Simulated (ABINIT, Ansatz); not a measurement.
Records of electronic-structure calculations.

## Quasiparticle gap of Cs2H6Pt (Fm-3m) in ABINIT

Symmetry: Fm-3m, No. 225, cubic system. The conventional cell has a = 8.972 Å, b = 8.972 Å, c = 8.972 Å, α = 90.00°, β = 90.00°, γ = 90.00°. Nearest to Cs lie 12 H at 3.23 Å. H has 1 Pt at 1.64 Å and 4 H at 2.32 Å and 4 Cs at 3.23 Å nearest. Nearest to Pt lie 6 H at 1.64 Å. Farther neighbours, and contacts between anions beyond the nearest, are not listed.

```xyz
9
Lattice="0.0000 4.4862 4.4862 4.4862 0.0000 4.4862 4.4862 4.4862 0.0000" Properties=species:S:1:pos:R:3 pbc="T T T"
Cs    6.7293    6.7293    6.7293
Cs    2.2431    2.2431    2.2431
H     4.4862    4.4862    7.3292
H     4.4862    1.6432    4.4862
H     1.6432    4.4862    4.4862
H     4.4862    4.4862    1.6432
H     4.4862    7.3292    4.4862
H     7.3292    4.4862    4.4862
Pt    0.0000    0.0000    0.0000
```

| Property | Result |
| --- | --- |
| method | RPA screening on LDA, plane waves, norm-conserving pseudopotentials (and 2 further levels or steps) |
| program | ABINIT 10.8.3 |
| settings | cutoff 34 Ha, PseudoDojo scalar-relativistic 0.4.1 standard, norm-conserving, ngkpt (2, 2, 2), nband 314, ecuteps 6.5 Ha, inclvkb 2, shiftk (0, 0, 0), symchi 1, awtr 1, frequency ppm, 2×2×2 k-mesh |
| cost | 5 runs, 12 min in all on 4 MPI ranks of Arm Neoverse V1, shared host |
| notes | The program’s warnings: nproc spkpt=  >= nkpt= * nsppol=. The cell and positions are those that the Materials Project relaxed with its own functionals (PBE, PBE+U or r2SCAN), kept fixed. Limits: no spin polarisation; d states lean on the start; no spin-orbit coupling. The 2×2×2 mesh is coarse for this cell, which bears on the long-range parts of exchange and screening. The runs have no spin polarisation. For a closed low-spin shell that is the natural state; where a d or f shell is open it is a constraint, and the gap is then not the crystal’s own. |
| LDA gap | 3.62 eV, direct |
| G0W0 gap on the mesh | 5.84 eV |
| GW settings | 2×2×2 mesh, 314 bands, screening to 176.9 eV, Godby-Needs plasmon pole |
| known limits | short of the basis limit; no spin polarisation; d states lean on the start; no spin-orbit coupling; coarse k mesh |

G0W0 moves the gap on the mesh from 3.62 eV to 5.84 eV (+2.22 eV), with Z of 0.81 and 0.85 at the edges. Local fields lower the RPA ε∞ on this mesh from 3.60 to 2.77; a Γ-centred mesh this coarse tends to raise both, most where the direct gap is narrow, while a short band sum lowers them.

[Long decimals in the printed logs are rounded to 6 places.]

[Logs are printed without paths, hosts, clocks, repeated set-up lines and the standing remarks that a program may print on its own settings, such as how far it seeks lower states.]

[Paths, hosts, dates, memory and timing lines, banners, echoed tables and standing remarks are left out of the program output; an Ansatz launch command may be rebuilt from the run's recorded settings. Measured values are a selection of at most five: reports struck by readers or far from the other reports are left out. None is set beside runs whose start may be inverted or whose files or cutoffs have a known fault.]

[Runs of the session that timed out or met a known fault of the program may be left out.]

[Hosts, paths, dates, database ids (printed as entryN), source tags and the programs' standing remarks are cut or masked in the printed files.]

[G0W0 gaps are taken among the corrected bands and points alone; a level outside them can change the order at an edge.]

[Where Ansatz stands beside ABINIT at settings called matched, ABINIT's density can come from a denser mesh and the files from another edition; pairs whose starting gaps differed by over 0.03 eV were left out, so agreement reads better than it is.]
